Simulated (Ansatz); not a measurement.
# Li(100) with 4 thermally displaced layers, 2x2: scattering by thermal displacements

Wanted: the phonon-limited resistivity of Li at 300 K by the Landauer route. The measured value for the pure metal at this temperature is 9.55 µΩ cm (CRC Handbook of Chemistry and Physics, 84th ed., 2003, Electrical Resistivity of Pure Metals).

Calculated with Ansatz 0.2.0; Ansatz plane-wave DFT, PBE, PAW files; ballistic transport by layer matching (Landauer), zero bias; PAW set soft_1.

This is a report of a sequence of runs, with most program output left out.

**1. The structure**

The cell holds 56 atoms: 56 Li. Cell: a = 7.020 Å, b = 7.020 Å, c = 24.570 Å, α = 90.0°, β = 90.0°, γ = 90.0°. It derives from Li. Regions: lead, 40 atoms (40 Li); scattering region, 16 atoms (16 Li). The structure is stacked along c, and the current runs across the ab planes.

**2. With 4 displaced layers**

Each atom of 4 layers is moved at random, by amounts drawn from a normal law 0.2347 Å wide in each direction from the Debye model (344 K) at 300 K. The layers about the cell's end stay perfect and serve as the lead. Disorder leaves little or no symmetry, which makes such runs dear. Energies from -0.05 to 0.05 eV in steps of 0.05 eV are too few for the program's thermal sum, so it prints no conductance; for a metal the transmission near the Fermi level serves, at a fraction of the cost.

File input.yaml:

```yaml
crystal:
  lattice:
    - [7.02, 0.0, 0.0]
    - [0.0, 7.02, 0.0]
    - [0.0, 0.0, 24.57]
  atoms:
    - { symbol: Li, position: [0.0, 0.0, 0.0357142857] }
    - { symbol: Li, position: [0.0, 0.5, 0.0357142857] }
    - { symbol: Li, position: [0.5, 0.0, 0.0357142857] }
    - { symbol: Li, position: [0.5, 0.5, 0.0357142857] }
    - { symbol: Li, position: [0.25, 0.25, 0.1071428571] }
    - { symbol: Li, position: [0.25, 0.75, 0.1071428571] }
    - { symbol: Li, position: [0.75, 0.25, 0.1071428571] }
    - { symbol: Li, position: [0.75, 0.75, 0.1071428571] }
[... 44 atom lines left out ...]
    - { symbol: Li, position: [0.25, 0.25, 0.9642857143] }
    - { symbol: Li, position: [0.25, 0.75, 0.9642857143] }
    - { symbol: Li, position: [0.75, 0.25, 0.9642857143] }
    - { symbol: Li, position: [0.75, 0.75, 0.9642857143] }
kpoints:
  mp_grid: { grid: [3, 3, 1] }
hamiltonian:
  xc: pbe
  pseudopotentials: { kind: paw, azcp: { folder: soft_1 } }
scf:
  occupations: { method: fermi_dirac, width: 0.1 }
output:
  transmission: { leads: [[0, 4]], kmesh: [6, 6], e_range: [-0.05, 0.05], de: 0.05 }
  write_potential: true
  write_density: true
  volumetric_format: npy
  elf: true
```

On the command line:

```sh
$ ansatz run input.yaml --threads 4 --pin off --max-ram 15360MiB --backend cpu --events-out ev --progress --plain --runs-dir out
```

The job ended after 13 min (4 threads of Arm Neoverse V1, shared host; peak memory 3.1 GiB).

Numbers from this step:

```
free energy                                    : -11461.8026 eV
energy at zero smearing                        : -11461.3750 eV
Fermi energy                                   : 0.7670 eV
cell area                                      : 49.28 Å²
transmission per spin nearest the Fermi level  : 4.370
open channels per spin nearest the Fermi level : 4.917
step of the lead's potential                   : 11.2 meV
```

Per spin. Transmission, zone mean against energy, zero at the Fermi level:

| energy (eV) | transmission, zone mean |
| --- | --- |
| -0.0500 | 4.25 |
| 0.0000 | 4.37 |
| 0.0500 | 4.44 |

Per spin. Open channels, zone mean, lead against energy, zero at the Fermi level:

| energy (eV) | open channels, zone mean, lead |
| --- | --- |
| -0.0500 | 4.69 |
| 0.0000 | 4.92 |
| 0.0500 | 4.92 |

Transmission over k1 and k2. At 0.0000 eV from the Fermi level.

Ten even steps from '_' (3.87) to '@' (5.13):
```
____--@@--__
__::%%==%%--
##%%==**==%%
__--%%==%%::
____--@@--__
______%%____
```
Columns: k1 (b1) from -0.5 to 0.333; rows upwards: k2 (b2) from -0.5 to 0.333.

Open channels over k1 and k2. At 0.0000 eV from the Fermi level.

Ten even steps from '0' (4.00) to '9' (6.00):
```
005950
059595
995559
059595
005950
000900
```
Columns: k1 (b1) from -0.5 to 0.333; rows upwards: k2 (b2) from -0.5 to 0.333.

Valence density in the ca plane at fractional y = 0.729, with atoms of Li within 0.2 Å of it. It is the smooth field of the valence electrons, not physical close to the nuclei.

Ten steps, logarithmic in the rise over the least value, from '0' (0.0 e/Å³) to '9' (7.0 e/Å³), each cell a mean:
```
00000000000000000000000000000000000000000000
00000000000000000000000000000000000000000000
00000110000000000000000023100000001100000001
00004761000000231000000278500000057610000016
00016982000002785100000388500000079820000038
00004761000003897100000145200000057610000016
00000110000001574000000000000000011100000001
00000000000000010000000000000000000000000000
00000000000000000000000000000000000000000000
00000000000000000000000000000000000000000000
00000000000000000000000000000000000000000000
00000000000000000000000000000000000000000000
00002530000000364000000011000000025300000003
00016972000001797100000277300000069720000027
00016972000001797100000499600000069720000027
00002530000000253000000378400000024300000003
00000000000000000000000012000000000000000000
00000000000000000000000000000000000000000000
00000000000000000000000000000000000000000000
```
Columns run along c (16.0 Å, from fractional 0.17 to 0.83 of the cell), rows up along a (7.0 Å). Atoms in or near the plane, at fractional coordinates: Li at (0.25, 0.25), Li at (0.25, 0.75), Li at (0.40, 0.25), Li at (0.39, 0.71), Li at (0.54, 0.22), Li at (0.54, 0.77), Li at (0.68, 0.25), Li at (0.68, 0.75), Li at (0.82, 0.25), Li at (0.82, 0.75).

ELF in the ca plane at fractional y = 0.729, with atoms of Li within 0.2 Å of it. It is the smooth field of the valence electrons, not physical close to the nuclei.

Ten even steps from '0' (0.28 × 1e-1) to '9' (9.85 × 1e-1), each cell a mean:
```
66666666655555555666666654566666655566666666
66642224555555445566765210135665421245666542
66410000355542101467763001014654100003565300
65302630145520010157761068203553026301555104
65205970145410583036751079303652059701454108
65302630156410795036662023004663015301554103
66410001356520251036664100025665200013565300
66643224566641000256655322345666533345666542
66666556666665434566555444455555666666666666
66666666666676666665554444555545677776666666
66654445666666544555554434455555555566666654
66531002566653000245543211245655310124565420
65300210256630131024541000025664002002555201
65204960156520597014530056104663049601454107
65204960156510596014530299304663049601454106
65300200256530020025540066104664002002555201
66531002466542000245552000026665310024566420
66665445665555434556665311356666544456666654
66666666665555555566666655666666666666666666
```
Columns run along c (16.0 Å, from fractional 0.17 to 0.83 of the cell), rows up along a (7.0 Å). Atoms in or near the plane, at fractional coordinates: Li at (0.25, 0.25), Li at (0.25, 0.75), Li at (0.40, 0.25), Li at (0.39, 0.71), Li at (0.54, 0.22), Li at (0.54, 0.77), Li at (0.68, 0.25), Li at (0.68, 0.75), Li at (0.82, 0.25), Li at (0.82, 0.75).

Electrostatic potential energy in the ca plane at fractional y = 0.729, with atoms of Li within 0.2 Å of it. With pseudopotentials it is smooth inside the atoms' cores, unlike the true potential.

Values in eV, 10 rows by 16 columns, each cell a mean:
```
  3   2   2   3   4   3   3   4   2   1   3   3   2   3   3   3
  3  -6  -7   3   2  -3   2   3  -6 -12   2   1 -11   0   3  -5
  3 -15 -18   2  -1 -25  -4   3 -10 -19   2   0 -26  -4   3 -13
  3  -2  -3   3   0 -16  -1   3   1  -1   3   1  -5   1   3  -1
  3   3   3   3   3   1   3   4   3   3   3   2   3   3   3   3
  3   2   2   3   3   2   3   4   3   3   3   2   2   3   3   3
  3  -6  -7   3   2 -13  -2   3  -1  -4   3   1 -11   0   3  -5
  3 -15 -18   2   0 -26  -6   3 -13 -20   2   0 -26  -4   3 -13
  3  -2  -3   3   2  -5   1   3  -5 -10   3   2  -5   1   3  -1
  3   3   3   3   3   3   3   4   2   2   4   4   3   3   3   3
```
Columns run along c (16.0 Å, from fractional 0.17 to 0.83 of the cell; values clipped at the 3rd and 97th percentile), rows up along a (7.0 Å). Atoms in or near the plane, at fractional coordinates: Li at (0.25, 0.25), Li at (0.25, 0.75), Li at (0.40, 0.25), Li at (0.39, 0.71), Li at (0.54, 0.22), Li at (0.54, 0.77), Li at (0.68, 0.25), Li at (0.68, 0.75), Li at (0.82, 0.25), Li at (0.82, 0.75).

Over the solved energies the transmission per spin lies between 4.25 and 4.44, out of 4.84 channels of the lead on average (up to 4.92).

**3. With 8 displaced layers**

Each atom of 8 layers is moved at random, by amounts drawn from a normal law 0.2347 Å wide in each direction from the Debye model (344 K) at 300 K. A fresh draw is used; the growth of the resistance with length is what counts.

System of this step: Li(100) with 8 thermally displaced layers, 2x2. The cell holds 72 atoms: 72 Li. Cell: a = 7.020 Å, b = 7.020 Å, c = 31.590 Å, α = 90.0°, β = 90.0°, γ = 90.0°. It derives from Li. Regions: lead, 40 atoms (40 Li); scattering region, 32 atoms (32 Li). The structure is stacked along c, and the current runs across the ab planes.

File input.yaml:

```yaml
crystal:
  lattice:
    - [7.02, 0.0, 0.0]
    - [0.0, 7.02, 0.0]
    - [0.0, 0.0, 31.59]
  atoms:
    - { symbol: Li, position: [0.0, 0.0, 0.0277777778] }
    - { symbol: Li, position: [0.0, 0.5, 0.0277777778] }
    - { symbol: Li, position: [0.5, 0.0, 0.0277777778] }
    - { symbol: Li, position: [0.5, 0.5, 0.0277777778] }
    - { symbol: Li, position: [0.25, 0.25, 0.0833333333] }
    - { symbol: Li, position: [0.25, 0.75, 0.0833333333] }
    - { symbol: Li, position: [0.75, 0.25, 0.0833333333] }
    - { symbol: Li, position: [0.75, 0.75, 0.0833333333] }
[... 60 atom lines left out ...]
    - { symbol: Li, position: [0.25, 0.25, 0.9722222222] }
    - { symbol: Li, position: [0.25, 0.75, 0.9722222222] }
    - { symbol: Li, position: [0.75, 0.25, 0.9722222222] }
    - { symbol: Li, position: [0.75, 0.75, 0.9722222222] }
kpoints:
  mp_grid: { grid: [3, 3, 1] }
hamiltonian:
  xc: pbe
  pseudopotentials: { kind: paw, azcp: { folder: soft_1 } }
scf:
  occupations: { method: fermi_dirac, width: 0.1 }
output:
  transmission: { leads: [[0, 4]], kmesh: [6, 6], e_range: [-0.05, 0.05], de: 0.05 }
  write_potential: true
  write_density: true
  volumetric_format: npy
```

Wall time 17 min (4 threads); peak memory 4.9 GiB; 54 min of CPU time.

Numbers from this step:

```
free energy                                   : -14735.0494 eV
energy at zero smearing                       : -14734.5343 eV
Fermi energy                                  : 0.7551 eV
transmission per spin nearest the Fermi level : 3.954
step of the lead's potential                  : 12.4 meV
```

Per spin. Transmission, zone mean against energy, zero at the Fermi level:

| energy (eV) | transmission, zone mean |
| --- | --- |
| -0.0500 | 3.90 |
| 0.0000 | 3.95 |
| 0.0500 | 4.08 |

Over the solved energies the transmission per spin lies between 3.90 and 4.08, out of 4.84 channels of the lead on average (up to 4.92).

**4. With 12 displaced layers**

Each atom of 12 layers is moved at random, by amounts drawn from a normal law 0.2347 Å wide in each direction from the Debye model (344 K) at 300 K. A fresh draw is used; the growth of the resistance with length is what counts.

System of this step: Li(100) with 12 thermally displaced layers, 2x2. The cell holds 88 atoms: 88 Li. Its edges and angles: a = 7.020 Å, b = 7.020 Å, c = 38.610 Å, α = 90.0°, β = 90.0°, γ = 90.0°. It derives from Li. Regions: lead, 40 atoms (40 Li); scattering region, 48 atoms (48 Li). The structure is stacked along c, and the current runs across the ab planes.

File input.yaml:

```yaml
crystal:
  lattice:
    - [7.02, 0.0, 0.0]
    - [0.0, 7.02, 0.0]
    - [0.0, 0.0, 38.61]
  atoms:
    - { symbol: Li, position: [0.0, 0.0, 0.0227272727] }
    - { symbol: Li, position: [0.0, 0.5, 0.0227272727] }
    - { symbol: Li, position: [0.5, 0.0, 0.0227272727] }
    - { symbol: Li, position: [0.5, 0.5, 0.0227272727] }
    - { symbol: Li, position: [0.25, 0.25, 0.0681818182] }
    - { symbol: Li, position: [0.25, 0.75, 0.0681818182] }
    - { symbol: Li, position: [0.75, 0.25, 0.0681818182] }
    - { symbol: Li, position: [0.75, 0.75, 0.0681818182] }
[... 76 atom lines left out ...]
    - { symbol: Li, position: [0.25, 0.25, 0.9772727273] }
    - { symbol: Li, position: [0.25, 0.75, 0.9772727273] }
    - { symbol: Li, position: [0.75, 0.25, 0.9772727273] }
    - { symbol: Li, position: [0.75, 0.75, 0.9772727273] }
kpoints:
  mp_grid: { grid: [3, 3, 1] }
hamiltonian:
  xc: pbe
  pseudopotentials: { kind: paw, azcp: { folder: soft_1 } }
scf:
  occupations: { method: fermi_dirac, width: 0.1 }
output:
  transmission: { leads: [[0, 4]], kmesh: [6, 6], e_range: [-0.05, 0.05], de: 0.05 }
  write_potential: true
  write_density: true
  volumetric_format: npy
```

The job ended after 21 min (4 threads; peak memory 7.1 GiB).

This step gave:

```
free energy                                   : -18007.6205 eV
energy at zero smearing                       : -18006.9843 eV
Fermi energy                                  : 0.7613 eV
transmission per spin nearest the Fermi level : 3.384
step of the lead's potential                  : 9.8 meV
```

Per spin. The transmission, zone mean by energy, zero at the Fermi level:

| energy (eV) | transmission, zone mean |
| --- | --- |
| -0.0500 | 3.32 |
| 0.0000 | 3.38 |
| 0.0500 | 3.43 |

Over the solved energies the transmission per spin lies between 3.32 and 3.43, out of 4.84 channels of the lead on average (up to 4.92).

**5. Resistance against length**

This step: Ansatz plane-wave DFT, PBE, PAW files; ballistic transport by layer matching (Landauer), zero bias; resistivity from the slope of the area resistance; PAW set soft_1 (Ansatz 0.2.0).

This step gave:

- resistivity: 29.92 µΩ cm
- intercept: -0.08589 fΩ m²
- scatter about the fit: 0.03426 fΩ m²

Resistance, by row:

| run | length (Å) | T | channels N | RA (fΩ m²) |
| --- | --- | --- | --- | --- |
| n4 | 7.02 | 4.351 | 4.843 | 0.1484 |
| n8 | 14.04 | 3.977 | 4.843 | 0.2858 |
| n12 | 21.06 | 3.38 | 4.843 | 0.5685 |

Table of area resistance by length of the displaced region:

| length of the displaced region (Å) | area resistance (fΩ m²) |
| --- | --- |
| 7.02 | 0.148 |
| 14.04 | 0.286 |
| 21.06 | 0.569 |

The area resistance goes from 0.15 to 0.57 fΩ m² between 7.0 and 21.1 Å, a slope of 30 µΩ cm.

By hand from the end points: (0.5685 − 0.1484) fΩ m² / (21.06 − 7.02) Å = 30 µΩ cm, since 1 fΩ m² per Å is 1000 µΩ cm.

**6. What came out**

- resistivity from the slope: 29.9 µΩ cm
- area resistance over 7.02 Å: 0.148 fΩ m²
- area resistance over 14.0 Å: 0.286 fΩ m²
- area resistance over 21.1 Å: 0.569 fΩ m²

What this shows: The slope gives 30 µΩ cm. The points scatter by 0.034 fΩ m² about the line, with one random draw a length in a 2x2 cell, so the slope is a rough value. The mean square of the displacements drawn is 0.78, 0.99 and 1.2 of the nominal one at the three lengths; with each resistance scaled back by that, the slope is 21 µΩ cm, the value used below. Read with a model of isotropic scattering on a spherical Fermi surface and the lead's 0.76×10¹⁵ S/m², this slope means a mean free path near 52 Å; over these lengths the model's slope is 1.10 times its bulk resistivity, which would be 19 µΩ cm. Uncorrelated displacements put too much weight on short waves, which scatter strongly; with the sideways repeat of a small cell, one draw and three short lengths, the method is good to a factor of two or three. The measured value is 9.55 µΩ cm (CRC Handbook of Chemistry and Physics, 84th ed., 2003, Electrical Resistivity of Pure Metals); the scaled slope is 2.2 times that and the corrected value 2.0: clearly high.

[Logs are printed without paths, hosts, clocks, repeated set-up lines and the standing remarks that a program may print on its own settings, such as how far it seeks lower states.]

[Hosts, paths, dates, database ids (printed as entryN), source tags and the programs' standing remarks are cut or masked in the printed files.]
